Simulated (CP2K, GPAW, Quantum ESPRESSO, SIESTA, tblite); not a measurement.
**Running (11,0) carbon nanotube bundle (176 atoms) with tblite**

Aim: run (11,0) carbon nanotube bundle (176 atoms) in tblite and see how near its forces come to a plane-wave reference, and at what cost.

Program: tblite 0.8.0. Level of theory: the method is named at each step. Results are calculated unless marked as measured.

## Step 1: The starting structure

The cell holds 176 atoms: 176 C. Its edges and angles: a = 11.913 Å, b = 11.913 Å, c = 17.043 Å, α = 90.0°, β = 90.0°, γ = 120.0°. It derives from C (graphene). Graphene sheet (a = 2.46 Å) rolled into a (11,0) tube of diameter 8.61 Å, 4 periods, hexagonal bundle with 3.3 Å between walls; then minimised and run for 3 ps at 600 K (NVT) with a classical potential, last frame taken. Then every atom was moved at random, 0.03 Å r.m.s. a Cartesian component. The structure's axis is c.

The yardstick, on the same geometry:

| Item | Value |
| --- | --- |
| method | Kohn-Sham DFT, PBE, SSSP efficiency 1.3.0 pseudopotentials, plane waves (Quantum ESPRESSO 7.5); sssp-pbe-1.3.0-efficiency, cutoffs 45/360 Ry, Γ point |
| r.m.s. force component | 2.24 eV/Å |
| longest force | 10.73 eV/Å |
| pressure | 6.368 GPa |
| gap (highest filled to lowest empty level) | 0.5747 eV |
| time | 7.2 min on 4 MPI ranks of Arm Neoverse V1, shared host |
| CPU time | 29 min |

## Step 2: GFN1-xTB

Method: GFN1-xTB tight binding, diagonalisation.

run.py

```python
import numpy as np
from ase.io import read
from tblite.ase import TBLite

atoms = read("structure.xyz")
atoms.calc = TBLite(method="GFN1-xTB", electronic_temperature=580, accuracy=1.0, max_iterations=250, mixer_damping=0.1, verbosity=1)
energy = atoms.get_potential_energy()
forces = atoms.get_forces()
print(f"energy {energy:.6f} eV")
print("forces (eV/A)")
for i, (a, f) in enumerate(zip(atoms, forces)):
    print(f"{i:4d} {a.symbol:2s} {f[0]:10.5f} {f[1]:10.5f} {f[2]:10.5f}")
stress = -atoms.get_stress(voigt=False) * 160.21766
print("stress (GPa, compression positive)")
for row in stress:
    print(" ".join(f"{x:10.4f}" for x in row))
print("charges (e)")
print(np.array2string(atoms.get_charges(), precision=4, suppress_small=True, max_line_width=110, threshold=100000))
```

structure.xyz

```xyz
176
Lattice="11.91347 0.00000 0.00000 -5.95673 10.31736 0.00000 0.00000 0.00000 17.04338" Properties=species:S:1:pos:R:3 pbc="T T T"
C -2.02261 8.25069 1.34472
C -1.99294 9.47577 0.69145
C 3.92638 0.33604 1.30740
C 3.78116 1.58010 0.67816
C -1.69385 9.54562 3.51673
C 4.10062 0.41331 2.72115
C 3.20276 2.70635 1.38921
C 2.36262 3.52637 0.70474
C 3.82887 1.57587 3.43475
C 3.37372 2.81798 2.81386
C 1.26313 4.10641 1.46778
C 0.13713 4.18183 0.72485
C 2.53102 3.69279 3.50736
C 1.34289 4.05307 2.78370
C -1.05911 4.09413 1.36330
C 9.75267 3.65183 0.68940
C 0.12885 4.36373 3.53650
C -1.06351 4.21072 2.76495
C 8.82127 2.85141 1.50936
C 7.93902 2.01106 0.78843
C 9.74522 3.57414 3.56905
C 8.85612 2.75226 2.90129
C 7.64059 0.77442 1.41238
C 1.61428 9.82832 0.70321
C 8.06220 1.88725 3.59854
C 7.50334 0.71004 2.83551
C 1.93880 8.62923 1.50766
C 2.67267 7.72358 0.70082
C 1.40853 9.77941 3.53054
C 1.89770 8.60138 2.87829
C 3.63748 7.03469 1.39517
C 4.65936 6.34435 0.70389
C 2.58034 7.67281 3.57366
C 3.56314 7.01137 2.84914
C 5.89943 6.01770 1.44698
C 7.14636 6.08900 0.62669
C 4.74401 6.54688 3.60570
C 5.89467 6.08559 2.81506
C -3.56171 6.48704 1.40062
C -2.61339 7.19832 0.69520
C 7.00900 6.27306 3.52832
C -3.66285 6.51593 2.78318
C -2.67439 7.28230 3.49236
C -1.98448 8.29609 2.66149
C -2.11696 8.38048 5.63829
C -1.84676 9.53458 4.91105
C 4.08227 0.34584 5.54438
C 3.61234 1.61312 4.86657
C -1.77385 9.54717 7.72253
C 4.07048 0.39701 7.05034
C 3.18352 2.69345 5.66386
C 2.38311 3.61758 4.99490
C 3.98041 1.62044 7.76479
C 3.44288 2.69304 7.06704
C 1.34420 4.14944 5.67596
C 0.15327 4.36600 4.93662
[... 116 atom lines left out ...]
C 7.19657 6.04515 16.25938
C -3.59399 6.39480 15.61003
C -2.44512 7.16726 16.35210
C -2.08950 8.41339 15.61225
```

Launch:

```sh
OMP_NUM_THREADS=1 python run.py > output.txt
```

Output:

```text
------------------------------------------------------------
  cycle        total energy    energy error   density error
------------------------------------------------------------
      1     -372.6933448301  -3.7949586E+02   9.2102108E-01
      2     -372.7019673362  -8.6225061E-03   8.2876104E-01
      3     -372.6748259973   2.7141339E-02   2.7763126E-02
      4     -372.7047508861  -2.9924889E-02   1.1079622E-02
      5     -372.7079820593  -3.2311732E-03   3.1182798E-03
      6     -372.7086796097  -6.9755042E-04   1.0877193E-03
      7     -372.7087278123  -4.8202593E-05   4.3259823E-04
      8     -372.7087388051  -1.0992790E-05   9.7376643E-05
      9     -372.7087394005  -5.9539821E-07   4.2455707E-05
     10     -372.7087394569  -5.6374745E-08   2.0836415E-05
     11     -372.7087394719  -1.5088347E-08   1.0418787E-05
------------------------------------------------------------
 total:                                   4.901 sec
energy -10141.921384 eV
forces (eV/A)
   0 C     0.40399    1.07191   -0.53820
   1 C     1.10302   -0.61768    0.85807
   2 C     1.19452    3.16984    4.34431
   3 C    -0.63067    1.12973    2.96481
   4 C    -1.52179   -1.81898   -3.99084
   5 C    -0.10005   -1.20066    1.71051
   6 C     2.25274   -1.02560    1.73936
   7 C    -0.57960    1.87021    0.18562
   8 C    -1.17229    3.09068    1.94672
   9 C    -0.38204   -2.35897   -1.33669
  10 C     3.60180   -1.12313   -3.68784
  11 C    -0.56133    1.27091   -3.11434
  12 C    -2.02920   -0.56768    1.92402
  13 C    -0.19872    1.85101    5.31392
  14 C    -0.37243    0.98915    2.55331
  15 C    -2.84101   -1.74043    3.01405
  16 C     0.82950   -0.50851   -1.10482
  17 C    -1.58855   -1.72402    2.86380
  18 C    -0.20432    1.11487   -2.52231
  19 C     0.97707   -1.25122   -0.42063
  20 C     2.58948    1.83653   -0.22321
  21 C     0.52028    1.83795   -1.39404
  22 C    -1.61294   -1.45583    1.32985
  23 C    -0.41674    0.79796    3.89284
[...]
168 C    -1.26430    0.07658    1.76276
 169 C     3.07943   -1.28457   -3.22853
 170 C     0.62678    0.92884    1.25565
 171 C    -0.64323    0.44150    1.81257
 172 C    -3.81084    0.45421    2.14883
 173 C     4.77959    2.08987   -2.21717
 174 C    -3.82244    0.47002   -3.06622
 175 C     0.48829   -2.37263    0.39247
stress (GPa, compression positive)
    5.2718     0.4099     0.5806
    0.4099     4.0808     0.0197
    0.5806     0.0197     2.5482
charges (e)
[ 0.0077  0.0176  0.0035  0.0003 -0.0171 -0.      0.     -0.0004  0.0019 -0.0047  0.0052  0.0075 -0.0129
  0.0088  0.0085 -0.0029 -0.0057 -0.0123  0.0003 -0.0032 -0.0108  0.0115 -0.0018 -0.0005 -0.0035 -0.0078
 -0.0057  0.0072 -0.0188  0.0224  0.0009 -0.0053  0.0037 -0.007  -0.006  -0.0042 -0.0173  0.0079 -0.0011
  0.0213  0.0205 -0.011  -0.012  -0.0039  0.0106  0.0225 -0.0047 -0.009   0.016  -0.0054  0.0094  0.0061
  0.0098 -0.0115  0.0055  0.0035 -0.0085  0.0047 -0.0084  0.0034  0.0044  0.0006 -0.0091  0.0182  0.011
  0.0225 -0.0144  0.0184 -0.0196 -0.0025 -0.0101  0.0065 -0.0012  0.0051  0.0051  0.0201 -0.0072  0.0007
 -0.0269 -0.0034  0.009   0.0002  0.0173 -0.0099  0.0117 -0.0017  0.0072 -0.0249  0.0082 -0.0217  0.0038
 -0.0042 -0.0004 -0.0042 -0.0015  0.0118  0.0069  0.0045 -0.0035 -0.0122 -0.0069  0.0006 -0.0029  0.0048
  0.0123  0.0064  0.0047 -0.0053 -0.0151  0.006  -0.0052  0.0135  0.017  -0.0111  0.005  -0.0003 -0.0021
 -0.0203  0.0132 -0.0303  0.0179 -0.012   0.0113 -0.0165 -0.0051  0.0183  0.0125 -0.0054  0.001  -0.0207
  0.0144  0.0034  0.0107 -0.0031 -0.0113 -0.001   0.0126 -0.0153  0.0158  0.0008  0.0125 -0.0238  0.0033
 -0.0121  0.0073 -0.0017  0.0171 -0.0066  0.0005 -0.017  -0.0011  0.0013  0.0114  0.0017  0.0066 -0.0117
 -0.0031 -0.0029 -0.0004  0.0045  0.0065  0.014   0.0016 -0.0004 -0.0238  0.0066 -0.0094 -0.0027  0.0076
  0.0037 -0.0054 -0.0018  0.003   0.0051 -0.0342 -0.0074]
```

Run time: 5.5 s. Hardware: 1 thread of Arm Neoverse V1, shared host; peak memory 0.16 GiB.

Banners, paths, timers and routine set-up lines are dropped from the logs unmarked, and long logs keep their key lines alone; longer cuts are marked.

Against the reference:

```yaml
r_m_s_force_component: 2.198 eV/Å
r_m_s_difference_of_force_components: 147.8 meV/Å
longest_difference_of_force_vectors: 613.9 meV/Å
force_difference_over_r_m_s_force: 6.598 %
slope_of_forces_against_the_reference_s: 0.9789
correlation_of_force_components: 0.998
pressure: 3.967 GPa
pressure_difference: -2.401 GPa
```

A closer look about C110, which bears the longest force: 10 atoms, nearest first, numbered in the order of the input, with positions taken from that point.

| atom | x | y | z | distance (Å) | bonds | Mulliken charge (e) | Fx | Fy | Fz (eV/Å) |
| --- | --- | --- | --- | --- | --- | --- | --- | --- | --- |
| C110 | 0.00 | 0.00 | 0.00 | 0.00 | 3 | 0.01 | 5.45 | 7.06 | -5.66 |
| C113 | -0.66 | -0.79 | 0.75 | 1.28 | 3 | 0.02 | -4.47 | -6.12 | 1.14 |
| C109 | 1.04 | 0.80 | 0.62 | 1.45 | 3 | -0.02 | -2.03 | -0.87 | 3.20 |
| C107 | 0.05 | 0.15 | -1.55 | 1.56 | 3 | 0.00 | -5.13 | -4.22 | 4.80 |
| C114 | -1.11 | -1.98 | -0.01 | 2.27 | 3 | -0.01 | -0.73 | 0.12 | -2.73 |
| C152 | -0.67 | -0.81 | 2.17 | 2.41 | 3 | 0.00 | -0.20 | 0.25 | -0.46 |
| C106 | 2.18 | 1.17 | -0.06 | 2.47 | 3 | 0.01 | -1.88 | 0.77 | -2.67 |
| C108 | -0.74 | -0.82 | -2.25 | 2.51 | 3 | -0.01 | 1.36 | -0.51 | -1.76 |
| C148 | 1.02 | 0.88 | 2.13 | 2.52 | 3 | -0.01 | -0.04 | 0.14 | -2.52 |
| C104 | 0.94 | 0.86 | -2.18 | 2.52 | 3 | 0.00 | 3.13 | 2.05 | -3.87 |

Atoms are counted from 1 here, from 0 in the log.

Forces lie 6.6 % from the reference's, at 0.0032 times its CPU time (on 1 against 4 cores).

## Step 3: GFN2-xTB

Method: GFN2-xTB tight binding, diagonalisation.

run.py, as its differences from that of step 2:

```diff
@@ -5,3 +5,3 @@
 atoms = read("structure.xyz")
-atoms.calc = TBLite(method="GFN1-xTB", electronic_temperature=580, accuracy=1.0, max_iterations=250, mixer_damping=0.1, verbosity=1)
+atoms.calc = TBLite(method="GFN2-xTB", electronic_temperature=580, accuracy=1.0, max_iterations=250, mixer_damping=0.1, verbosity=1)
 energy = atoms.get_potential_energy()
```

structure.xyz is that of step 2.

Output:

```text
------------------------------------------------------------
  cycle        total energy    energy error   density error
------------------------------------------------------------
      1     -377.9023076939  -3.8579788E+02   1.5241325E-01
      2     -377.9188835812  -1.6575887E-02   1.3700584E-01
      3     -377.8566835922   6.2199989E-02   1.9303576E-02
      4     -377.9258340991  -6.9150507E-02   3.1943973E-03
      5     -377.9277671102  -1.9330110E-03   1.7212023E-03
      6     -377.9279188610  -1.5175087E-04   1.2406292E-03
[...]
10     -377.9279375436  -3.7843131E-07   4.2092952E-05
     11     -377.9279375779  -3.4307504E-08   3.1295018E-05
     12     -377.9279375814  -3.4867185E-09   1.4175056E-05
------------------------------------------------------------
 total:                                  16.655 sec
energy -10283.942999 eV
forces (eV/A)
   0 C     0.29117    1.09885   -0.53439
   1 C     1.14151   -0.67058    0.87630
   2 C     1.26043    3.13940    4.26722
   3 C    -0.65067    1.09419    2.95046
   4 C    -1.61092   -1.80004   -3.88260
   5 C    -0.15662   -1.18890    1.66033
[...]
173 C     4.71354    2.12381   -2.21953
 174 C    -3.94809    0.58282   -3.00945
 175 C     0.50168   -2.37250    0.35681
stress (GPa, compression positive)
    3.4097     0.4626     0.6030
    0.4626     2.2850     0.0167
    0.6030     0.0167    -0.8132
charges (e)
[ 0.011   0.0157  0.0016  0.0021 -0.0141  0.0005 -0.0027 -0.0015 -0.0009 -0.004   0.0058  0.0058 -0.0077
  0.0038  0.0088  0.     -0.0045 -0.0107 -0.0044  0.0002 -0.0117  0.01   -0.0043 -0.003  -0.0013 -0.0095
 -0.003   0.0037 -0.0104  0.0181 -0.0015 -0.0054  0.0069 -0.008  -0.0042 -0.0084 -0.0192  0.0103  0.0006
  0.017   0.0152 -0.0083 -0.0144 -0.0062  0.0037  0.0234 -0.0055 -0.0133  0.0109 -0.0052  0.0083  0.0063
  0.0104 -0.0066  0.0068  0.0021 -0.008   0.0072 -0.0055 -0.0014  0.0018  0.0004 -0.0036  0.0116  0.014
  0.0159 -0.0085  0.0125 -0.0193 -0.0089 -0.0099  0.006   0.0034  0.0007  0.0099  0.0159 -0.0072 -0.0009
 -0.0219 -0.0028  0.0043  0.0015  0.0122 -0.0041  0.0094  0.0015  0.0017 -0.0147  0.0038 -0.0163  0.0036
[...]
0.01    0.0038  0.0069  0.0006 -0.0133 -0.0004  0.0097 -0.0106  0.0105  0.0044  0.0084 -0.018  -0.005
 -0.0071  0.0059  0.0018  0.0123 -0.0046 -0.0043 -0.0077 -0.002   0.0001  0.0102  0.001   0.0081 -0.01
 -0.0029 -0.0045 -0.003   0.0033  0.0122  0.0108  0.0046 -0.0007 -0.0183  0.005  -0.0127 -0.0024  0.011
 -0.0011 -0.0016  0.0026  0.0082  0.0028 -0.0231 -0.0121]
```

It took 17 s on 1 thread; peak memory 0.17 GiB.

Against the reference:

```yaml
r_m_s_force_component: 2.177 eV/Å
r_m_s_difference_of_force_components: 156.2 meV/Å
longest_difference_of_force_vectors: 617.4 meV/Å
force_difference_over_r_m_s_force: 6.971 %
slope_of_forces_against_the_reference_s: 0.9696
correlation_of_force_components: 0.9979
pressure: 1.627 GPa
pressure_difference: -4.741 GPa
```

Against the first run (6.6 %), the force difference from the reference is 7.0 %, at 3.1 times the CPU time.

## Step 4: All runs compared

Differences are against the plane-wave reference, forces as r.m.s. over components; share is that over the reference's r.m.s. force, slope the least-squares factor from reference forces to these. Total energies of different programs have different zeros and aren't compared.

| run | Δ force, r.m.s. (meV/Å) | share (%) | slope | Δ pressure (GPa) | cores | CPU time | memory (GiB) |
| --- | --- | --- | --- | --- | --- | --- | --- |
| reference | - | - | - | - | 4 | 29 min | 8.4 |
| tblite GFN1-xTB | 148 | 6.60 | 0.979 | -2.40 | 1 | 5.5 s | 0.16 |
| tblite GFN2-xTB | 156 | 6.97 | 0.970 | -4.74 | 1 | 17 s | 0.17 |

CPU time is summed over cores on a shared host, where runs went side by side, so it is rough. Symmetry, cutoffs, thresholds, outputs and thread counts weren't matched or tuned between programs; memory under MPI is the largest rank's times the ranks.

## Step 5: What came out

```json
{
  "nearest in forces": "tblite GFN1-xTB, 6.6 %",
  "its CPU time": "5.5 s"
}
```

What this shows: Tight binding differs by 6.6 % (tblite GFN1-xTB) to 7.0 % (tblite GFN2-xTB); it is another model, with fitted parameters of its own, and the xTB methods hold dispersion. Of the electronic-structure runs that take under half the reference's CPU time, tblite GFN1-xTB comes nearest, at 6.6 % in 5.5 s against 29 min; its pressure misses by -2.4 GPa. Periodic xTB results under one method name differ between programs and library versions. The reference's pressure holds the uncorrected Pulay stress of its 45 Ry basis, so small pressure differences, and their order, may be the reference's own error. The reference's pressure of 6.4 GPa belongs to a cell and atoms that aren't relaxed at this level. The electronic-structure runs sample only Γ, in a cell whose shortest periodic width is 10 Å.

[Also dropped from logs without a mark: logging warnings of Python, and SIESTA's first energy breakdown and zero terms.]

[Logs are printed without paths, hosts, clocks, repeated set-up lines and the standing remarks that a program may print on its own settings, such as how far it seeks lower states.]

[Hosts, paths, dates, database ids (printed as entryN), source tags and the programs' standing remarks are cut or masked in the printed files.]
